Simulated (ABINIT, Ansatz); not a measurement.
# KRb2GaF6 (Fm-3m): one start, several treatments of the self-energy

How much does the gap of KRb2GaF6 (Fm-3m) depend on the approximation to the self-energy?

Program: ABINIT 10.8.3. Level of theory: PBEsol and many-body steps on it, plane waves. Results are calculated unless marked as measured.

### 1. Set-up

It takes space group Fm-3m (No. 225, cubic). The conventional cell has a = 8.757 Å, b = 8.757 Å, c = 8.757 Å, α = 90.00°, β = 90.00°, γ = 90.00°. K has 6 F at 2.48 Å nearest. Nearest to Rb lie 12 F at 3.11 Å. Nearest to Ga lie 6 F at 1.90 Å. Nearest to F lie 1 Ga at 1.90 Å and 1 K at 2.48 Å and 4 Rb at 3.11 Å. Farther neighbours and most contacts between anions are not listed.

Coordinates:

```cif
data_structure
_symmetry_space_group_name_H-M 'P 1'
_symmetry_Int_Tables_number 1
_cell_length_a 6.1922
_cell_length_b 6.1922
_cell_length_c 6.1922
_cell_angle_alpha 60.000
_cell_angle_beta 60.000
_cell_angle_gamma 60.000
_cell_volume 167.89
loop_
_atom_site_label
_atom_site_type_symbol
_atom_site_fract_x
_atom_site_fract_y
_atom_site_fract_z
_atom_site_occupancy
K1 K 0.50000 0.50000 0.50000 1
Rb2 Rb 0.75000 0.75000 0.75000 1
Rb3 Rb 0.25000 0.25000 0.25000 1
Ga4 Ga 0.00000 0.00000 0.00000 1
F5 F 0.78344 0.21656 0.78344 1
F6 F 0.21656 0.21656 0.78344 1
F7 F 0.78344 0.78344 0.21656 1
F8 F 0.78344 0.21656 0.21656 1
F9 F 0.21656 0.78344 0.21656 1
F10 F 0.21656 0.78344 0.78344 1
```

The cell and positions are those that the Materials Project relaxed with its own functionals (PBE, PBE+U or r2SCAN), kept fixed.

### 2. Empty states on the mesh, 2×2×2 mesh, 600 bands

This step: ABINIT 10.8.3; DFT, PBEsol, plane waves, norm-conserving pseudopotentials.

The sums over transitions need many empty states on a uniform mesh; this step solves for them.

The input, run.abi:

```
acell 3*1.0 Angstrom
rprim 
  -0.000000000000 4.378547672900 4.378547672900
  4.378547672900 -0.000000000000 4.378547672900
  4.378547672900 4.378547672900 -0.000000000000
ntypat 4
znucl 19 37 31 9
natom 10
typat 1 2 2 3 4 4 4 4 4 4
xred 
  0.500000000000 0.500000000000 0.500000000000
  0.750000000000 0.750000000000 0.750000000000
  0.250000000000 0.250000000000 0.250000000000
  0.000000000000 0.000000000000 0.000000000000
  0.783440950000 0.216559050000 0.783440950000
  0.216559050000 0.216559050000 0.783440950000
  0.783440950000 0.783440950000 0.216559050000
  0.783440950000 0.216559050000 0.216559050000
  0.216559050000 0.783440950000 0.216559050000
  0.216559050000 0.783440950000 0.783440950000
pp_dirpath "pseudos"
pseudos "K.upf, Rb.upf, Ga.upf, F.upf"
ecut 45
ngkpt 2 2 2
nshiftk 1
shiftk 0 0 0
kptopt 1
chksymbreak 0
iscf -2
irdden 1
istwfk *1
nband 600
nbdbuf 54
tolwfr 1e-09
nstep 60
prtvol 0
indata_prefix "in"
outdata_prefix "out"
tmpdata_prefix "tmp"
```

The run is started by

```sh
> OMP_NUM_THREADS=1 mpirun -n 8 abinit run.abi > log
```

Numbers of over 12 decimals in the logs are rounded to 6 here.

What it wrote:

```text
.Version 10.8.3 of ABINIT. v10.8.2 released Aug 2026.

 Symmetries : space group Fm -3 m (#225); Bravais cF (face-center cubic)
[... echo of the input left out ...]
== DATASET  1 ==================================================================
-   mpi_nproc: 8, omp_nthreads: 1 (-1 if OMP is not activated)
-    --> not optimal distribution: autoparal keyword recommended in input file <--

--- !DatasetInfo
iteration_state: {dtset: 1, }
dimensions: {natom: 10, nkpt: 3, mband: 600, nsppol: 1, nspinor: 1, nspden: 1, mpw: 16361, }
cutoff_energies: {ecut:  45.0, pawecutdg:  -1.0, }
[...]
4.54750    4.55090    4.56213    4.56231    4.56330    4.56459    4.56568    4.56618
   4.57122    4.57158    4.57287    4.57338    4.57544    4.57963    4.58118    4.61533
 prteigrs : prtvol=0 or 1, do not print more k-points.

== END DATASET(S) ==============================================================
================================================================================

 -outvars: echo values of variables after computation  --------
            nband         600
             nkpt           3
          spgroup         225
 [... the other variables as echoed above ...]

 Calculation completed.
```

The job ended after 37 min (8 MPI ranks of Arm Neoverse N1, shared host; peak memory 1.4 GiB).

Numbers from this step:

```yaml
gap: 6.190 eV
k_of_the_valence_top: 0, 0, 0
k_of_the_conduction_bottom: 0, 0, 0
least_direct_gap: 6.190 eV
k_points_computed: 3
lowest_point_of_the_top_converged_band_above_the_valence_top: 115.4721 eV
```

On this mesh the gap is 6.190 eV.

The density comes from a self-consistent run that is not shown.

### 3. Screening, 2×2×2 mesh, 249 bands, screening to 141.5 eV

The RPA dielectric matrix is built and inverted for each q.

This step: RPA screening on PBEsol, plane waves, norm-conserving pseudopotentials.

Changes to run.abi since step 2:

```diff
@@ -28,10 +28,11 @@
 chksymbreak 0
-iscf -2
-irdden 1
 istwfk *1
-nband 600
-nbdbuf 54
-tolwfr 1e-09
-nstep 60
-prtvol 0
+occopt 1
+irdwfk 1
+optdriver 3
+nband 249
+ecuteps 5.2
+inclvkb 2
+awtr 1
+symchi 1
 indata_prefix "in"
```

What it wrote:

```text
.Version 10.8.3 of ABINIT. v10.8.2 released Aug 2026.

 Symmetries : space group Fm -3 m (#225); Bravais cF (face-center cubic)
[... echo of the input left out ...]
== DATASET  1 ==================================================================
-   mpi_nproc: 8, omp_nthreads: 1 (-1 if OMP is not activated)

--- !DatasetInfo
iteration_state: {dtset: 1, }
dimensions: {natom: 10, nkpt: 3, mband: 249, nsppol: 1, nspinor: 1, nspden: 1, mpw: 16361, }
cutoff_energies: {ecut:  45.0, pawecutdg:  -1.0, }
electrons: {nelect:   9.00000000E+01, charge:   0.00000000E+00, occopt:   1.00000000E+00, tsmear:   1.00000000E-02, }

 SCREENING: Calculation of the susceptibility and dielectric matrices

 Based on a program developped by R.W. Godby, V. Olevano, G. Onida, and L. Reining.
 Incorporated in ABINIT by V. Olevano, G.-M. Rignanese, and M. Torrent.
.Using double precision arithmetic ; gwpc =  8

[... cell and pseudopotentials left out ...]
--------------------------------------------------------------------------------

 ==== K-mesh for the wavefunctions ====
 Number of points in the irreducible wedge :     3
[... list of points left out ...]
 Together with 48 symmetry operations and time-reversal symmetry
 yields     8 points in the full Brillouin Zone.

 ==== Q-mesh for the screening function ====
 Number of points in the irreducible wedge :     3
[... list of points left out ...]
 Together with 48 symmetry operations and time-reversal symmetry
 yields     8 points in the full Brillouin Zone.

 setmesh: FFT mesh size selected  =    48x   48x   48
          total number of points  =       110592

 vcoul_init : cutoff-mode = AUXILIARY_FUNCTION
 q-points for optical limit:   1
     1)      0.000010    0.000020    0.000030

- screening: taking advantage of time-reversal symmetry
- Maximum band index for partially occupied states nbvw = 45
- Remaining bands to be divided among processors   nbcw = 204
- Number of bands treated by each node ~25

 Number of electrons calculated from density =   90.0000; Expected =   90.0000
 average of density, n =  0.079438
 r_s =    1.4431
 omega_plasma =   27.1874 [eV]

 calculating chi0 at frequencies [eV] :
  1    0.000000E+00    0.000000E+00
  2    0.000000E+00    2.718745E+01

--------------------------------------------------------------------------------
  q-point number  1        q = ( 0.000000, 0.000000, 0.000000) [r.l.u.]
--------------------------------------------------------------------------------
[... chi0 elements left out ...]
 For q-point:  0.000010 0.000020 0.000030
  dielectric constant =   2.0645
  dielectric constant without local fields =   2.2738

  Average fulfillment of the sum rule on Im[epsilon] for q-point    1 :     50.20  [%]
[... wings left out ...]
  q-point number  2        q = ( 0.500000, 0.000000, 0.000000) [r.l.u.]
--------------------------------------------------------------------------------
[... chi0 elements left out ...]
  Average fulfillment of the sum rule on Im[epsilon] for q-point    2 :     53.86  [%]

 [... 1 further q-points ...]
```

Run time: 5.1 min. Hardware: 8 MPI ranks; peak memory 5.8 GiB; 41 min of CPU time.

Numbers from this step:

```yaml
eps_infinity_with_local_fields_on_this_mesh_along_the_program_s_q_direction: 2.064
the_same_without_local_fields: 2.274
plasma_frequency: 27.19 eV
plane_waves_in_the_screening_matrix: 645
```

Local fields lower ε∞ by 9 %. On a Γ-centred mesh this coarse the value itself is usually too large, while a short band sum pulls it down.

### 4. G0W0, Godby-Needs plasmon pole

The self-energy is evaluated for the states that the input lists, and the levels follow from it, in one-shot runs by the linearised quasiparticle equation.

This step: G0W0 on PBEsol, plane waves, norm-conserving pseudopotentials.

Changes to run.abi since step 3:

```diff
@@ -31,8 +31,15 @@
 irdwfk 1
-optdriver 3
+optdriver 4
 nband 249
+gwcalctyp 0
+ecutsigx 45
+symsigma 1
+nkptgw 1
+kptgw 
+  0.0000000000 0.0000000000 0.0000000000
+bdgw 
+  43 48
 ecuteps 5.2
-inclvkb 2
-awtr 1
-symchi 1
+irdscr 1
+ppmodel 1
 indata_prefix "in"
```

What it wrote:

```text
.Version 10.8.3 of ABINIT. v10.8.2 released Aug 2026.

 Symmetries : space group Fm -3 m (#225); Bravais cF (face-center cubic)
[... echo of the input left out ...]
== DATASET  1 ==================================================================
-   mpi_nproc: 8, omp_nthreads: 1 (-1 if OMP is not activated)

--- !DatasetInfo
iteration_state: {dtset: 1, }
dimensions: {natom: 10, nkpt: 3, mband: 249, nsppol: 1, nspinor: 1, nspden: 1, mpw: 16361, }
cutoff_energies: {ecut:  45.0, pawecutdg:  -1.0, }
electrons: {nelect:   9.00000000E+01, charge:   0.00000000E+00, occopt:   1.00000000E+00, tsmear:   1.00000000E-02, }

 SIGMA: Calculation of the GW corrections

 Based on a program developped by R.W. Godby, V. Olevano, G. Onida, and L. Reining.
 Incorporated in ABINIT by V. Olevano, G.-M. Rignanese, and M. Torrent.
.Using double precision arithmetic ; gwpc =  8

[... cell and pseudopotentials left out ...]
--------------------------------------------------------------------------------

 ==== K-mesh for the wavefunctions ====
 Number of points in the irreducible wedge :     3
[... list of points left out ...]
 Together with 48 symmetry operations and time-reversal symmetry
 yields     8 points in the full Brillouin Zone.

 ==== Q-mesh for screening function ====
 Number of points in the irreducible wedge :     3
[... list of points left out ...]
 Together with 48 symmetry operations and time-reversal symmetry
 yields     8 points in the full Brillouin Zone.

 vcoul_init : cutoff-mode = AUXILIARY_FUNCTION
 q-points for optical limit:   1
     1)      0.000010    0.000020    0.000030
 setmesh: FFT mesh size selected  =    72x   72x   72
          total number of points  =       373248

 Number of electrons calculated from density =   90.0000; Expected =   90.0000
 average of density, n =  0.079438
 r_s =    1.4431
 omega_plasma =   27.1874 [eV]

 === KS Band Gaps ===
  >>>> For spin  1
   Minimum direct gap =   6.1897 [eV], located at k-point      :   0.0000  0.0000  0.0000
   Fundamental gap    =   6.1897 [eV], Top of valence bands at :   0.0000  0.0000  0.0000
                                       Bottom of conduction at :   0.0000  0.0000  0.0000
 SIGMA fundamental parameters:
 PLASMON POLE MODEL  1
 number of plane-waves for SigmaX                16361
 number of plane-waves for SigmaC and W            645
 number of plane-waves for wavefunctions         16361
 number of bands                                   249
 number of independent spin polarizations            1
 number of spinorial components                      1
 number of k-points in IBZ                           3
 number of q-points in IBZ                           3
 number of symmetry operations                      48
 number of k-points in BZ                            8
 number of q-points in BZ                            8
 number of frequencies for dSigma/dE                 9
 frequency step for dSigma/dE [eV]                0.25
 number of omega for Sigma on real axis              0
 max omega for Sigma on real axis  [eV]           0.00
 zcut for avoiding poles [eV]                     0.10

 EPSILON^-1 parameters (SCR file):
 dimension of the eps^-1 matrix on file            645
 dimension of the eps^-1 matrix used               645
 number of plane-waves for wavefunctions         16361
 number of bands                                   249
 number of q-points in IBZ                           3
 number of frequencies                               2
 number of real frequencies                          1
 number of imag frequencies                          1

 matrix elements of self-energy operator (all in [eV])

 Perturbative Calculation

--- !SelfEnergy_ee
iteration_state: {dtset: 1, }
kpoint     : [   0.000,    0.000,    0.000, ]
spin       : 1
KS_gap     :    6.190
QP_gap     :    9.751
Delta_QP_KS:    3.561
data: !SigmaeeData |
     Band     E0 <VxcDFT>   SigX SigC(E0)      Z dSigC/dE  Sig(E)    E-E0       E
       43  -0.821 -22.439 -29.922   5.174   0.813  -0.230 -24.317  -1.878  -2.699
       44  -0.821 -22.439 -29.922   5.174   0.813  -0.230 -24.317  -1.878  -2.699
       45  -0.821 -22.439 -29.922   5.174   0.813  -0.230 -24.317  -1.878  -2.699
       46   5.369 -10.808  -6.266  -2.656   0.892  -0.121  -9.124   1.684   7.052
       47   8.334  -8.349  -3.744  -2.642   0.903  -0.108  -6.577   1.773  10.106
       48   8.334  -8.349  -3.744  -2.642   0.903  -0.108  -6.577   1.773  10.106

== END DATASET(S) ==============================================================
================================================================================

 -outvars: echo values of variables after computation  --------
           etotal      0.0000000000E+00
            nband         249
             nkpt           3
          spgroup         225
 [... the other variables as echoed above ...]

 Calculation completed.
```

The job ended after 39 s (8 MPI ranks; peak memory 3.8 GiB; 5.2 min of CPU time).

Numbers from this step:

* G0W0 gap on the points computed: 9.751 eV
* starting gap on the mesh: 6.190 eV
* k of the valence top: 0, 0, 0
* k of the conduction bottom: 0, 0, 0
* Z at the valence top: 0.813
* Z at the conduction bottom: 0.892
* least direct G0W0 gap on the computed points: 9.751 eV

The gap on the mesh goes from 6.19 eV to 9.75 eV, a correction of +3.56 eV.

### 5. G0W0, von der Linden-Horsch plasmon pole

Changes to run.abi since step 4:

```diff
@@ -43,3 +43,3 @@
 irdscr 1
-ppmodel 1
+ppmodel 3
 indata_prefix "in"
```

What it wrote:

```text
.Version 10.8.3 of ABINIT. v10.8.2 released Aug 2026.

 Symmetries : space group Fm -3 m (#225); Bravais cF (face-center cubic)
[... echo of the input left out ...]
== DATASET  1 ==================================================================
-   mpi_nproc: 8, omp_nthreads: 1 (-1 if OMP is not activated)

--- !DatasetInfo
iteration_state: {dtset: 1, }
dimensions: {natom: 10, nkpt: 3, mband: 249, nsppol: 1, nspinor: 1, nspden: 1, mpw: 16361, }
cutoff_energies: {ecut:  45.0, pawecutdg:  -1.0, }
electrons: {nelect:   9.00000000E+01, charge:   0.00000000E+00, occopt:   1.00000000E+00, tsmear:   1.00000000E-02, }

 SIGMA: Calculation of the GW corrections

 Based on a program developped by R.W. Godby, V. Olevano, G. Onida, and L. Reining.
 Incorporated in ABINIT by V. Olevano, G.-M. Rignanese, and M. Torrent.
.Using double precision arithmetic ; gwpc =  8

[... cell and pseudopotentials left out ...]
--------------------------------------------------------------------------------

 ==== K-mesh for the wavefunctions ====
 Number of points in the irreducible wedge :     3
[... list of points left out ...]
 Together with 48 symmetry operations and time-reversal symmetry
 yields     8 points in the full Brillouin Zone.

 ==== Q-mesh for screening function ====
 Number of points in the irreducible wedge :     3
[... list of points left out ...]
 Together with 48 symmetry operations and time-reversal symmetry
 yields     8 points in the full Brillouin Zone.

 vcoul_init : cutoff-mode = AUXILIARY_FUNCTION
 q-points for optical limit:   1
     1)      0.000010    0.000020    0.000030
 setmesh: FFT mesh size selected  =    72x   72x   72
          total number of points  =       373248

 Number of electrons calculated from density =   90.0000; Expected =   90.0000
[...]
number of k-points in BZ                            8
 number of q-points in BZ                            8
 number of frequencies for dSigma/dE                 9
 frequency step for dSigma/dE [eV]                0.25
 number of omega for Sigma on real axis              0
 max omega for Sigma on real axis  [eV]           0.00
 zcut for avoiding poles [eV]                     0.10

 EPSILON^-1 parameters (SCR file):
 dimension of the eps^-1 matrix on file            645
 dimension of the eps^-1 matrix used               645
 number of plane-waves for wavefunctions         16361
 number of bands                                   249
 number of q-points in IBZ                           3
 number of frequencies                               2
 number of real frequencies                          1
 number of imag frequencies                          1

 matrix elements of self-energy operator (all in [eV])

 Perturbative Calculation

--- !SelfEnergy_ee
iteration_state: {dtset: 1, }
kpoint     : [   0.000,    0.000,    0.000, ]
spin       : 1
KS_gap     :    6.190
QP_gap     :    9.945
Delta_QP_KS:    3.756
data: !SigmaeeData |
     Band     E0 <VxcDFT>   SigX SigC(E0)      Z dSigC/dE  Sig(E)    E-E0       E
       43  -0.821 -22.439 -29.922   5.029   0.895  -0.117 -24.636  -2.197  -3.018
       44  -0.821 -22.439 -29.922   5.029   0.895  -0.117 -24.636  -2.197  -3.018
       45  -0.821 -22.439 -29.922   5.029   0.895  -0.117 -24.636  -2.197  -3.018
       46   5.369 -10.808  -6.266  -2.878   0.937  -0.068  -9.250   1.558   6.927
       47   8.334  -8.349  -3.744  -2.870   0.944  -0.060  -6.712   1.637   9.971
       48   8.334  -8.349  -3.744  -2.870   0.944  -0.060  -6.712   1.637   9.971

== END DATASET(S) ==============================================================
================================================================================

 -outvars: echo values of variables after computation  --------
           etotal      0.0000000000E+00
            nband         249
             nkpt           3
          spgroup         225
 [... the other variables as echoed above ...]

 Calculation completed.
```

Wall time 86 s (8 MPI ranks); peak memory 3.9 GiB.

Numbers from this step:

```yaml
g0w0_gap_on_the_points_computed: 9.945 eV
starting_gap_on_the_mesh: 6.190 eV
k_of_the_valence_top: 0, 0, 0
k_of_the_conduction_bottom: 0, 0, 0
z_at_the_valence_top: 0.895
z_at_the_conduction_bottom: 0.937
least_direct_g0w0_gap_on_the_computed_points: 9.945 eV
```

Against G0W0 in ABINIT (2×2×2 mesh, 249 bands, screening to 141.5 eV, Godby-Needs plasmon pole), the gap moves by +0.194 eV.

### 6. G0W0, Engel-Farid plasmon pole

Changes to run.abi since step 5:

```diff
@@ -43,3 +43,3 @@
 irdscr 1
-ppmodel 3
+ppmodel 4
 indata_prefix "in"
```

What it wrote:

```text
.Version 10.8.3 of ABINIT. v10.8.2 released Aug 2026.

 Symmetries : space group Fm -3 m (#225); Bravais cF (face-center cubic)
[... echo of the input left out ...]
== DATASET  1 ==================================================================
-   mpi_nproc: 8, omp_nthreads: 1 (-1 if OMP is not activated)

--- !DatasetInfo
iteration_state: {dtset: 1, }
dimensions: {natom: 10, nkpt: 3, mband: 249, nsppol: 1, nspinor: 1, nspden: 1, mpw: 16361, }
cutoff_energies: {ecut:  45.0, pawecutdg:  -1.0, }
[...]
46   5.369 -10.808  -6.266  -2.739   0.902  -0.109  -9.182   1.626   6.994
       47   8.334  -8.349  -3.744  -2.692   0.909  -0.100  -6.610   1.739  10.072
       48   8.334  -8.349  -3.744  -2.692   0.909  -0.100  -6.610   1.739  10.072

== END DATASET(S) ==============================================================
================================================================================

 -outvars: echo values of variables after computation  --------
           etotal      0.0000000000E+00
            nband         249
             nkpt           3
          spgroup         225
 [... the other variables as echoed above ...]

 Calculation completed.
```

Run time: 50 s. Hardware: 8 MPI ranks; peak memory 3.9 GiB; 6.6 min of CPU time.

This step gave:

| Property | Result |
| --- | --- |
| G0W0 gap on the points computed | 9.762 eV |
| starting gap on the mesh | 6.190 eV |
| k of the valence top | 0, 0, 0 |
| k of the conduction bottom | 0, 0, 0 |
| least direct G0W0 gap on the computed points | 9.762 eV |

Against G0W0 in ABINIT (2×2×2 mesh, 249 bands, screening to 141.5 eV, Godby-Needs plasmon pole), the gap moves by +0.011 eV.

(Continued in part 2 of 2.)

[Paths, hosts, dates, memory and timing lines, banners, echoed tables and standing remarks are left out of the program output.]

[Logs are printed without paths, hosts, clocks, repeated set-up lines and the standing remarks that a program may print on its own settings, such as how far it seeks lower states.]

[Runs of the session that timed out or met a known fault of the program may be left out.]

[No measured gap is set beside runs whose start may be inverted or whose files or cutoffs have a known fault.]

[Hosts, paths, dates, database ids (printed as entryN), source tags and the programs' standing remarks are cut or masked in the printed files.]

[G0W0 gaps are taken among the corrected bands and points alone; a level outside them can change the order at an edge.]

[Where Ansatz stands beside ABINIT at settings called matched, ABINIT's density can come from a denser mesh and the files from another edition; pairs whose starting gaps differed by over 0.03 eV were left out, so agreement reads better than it is.]
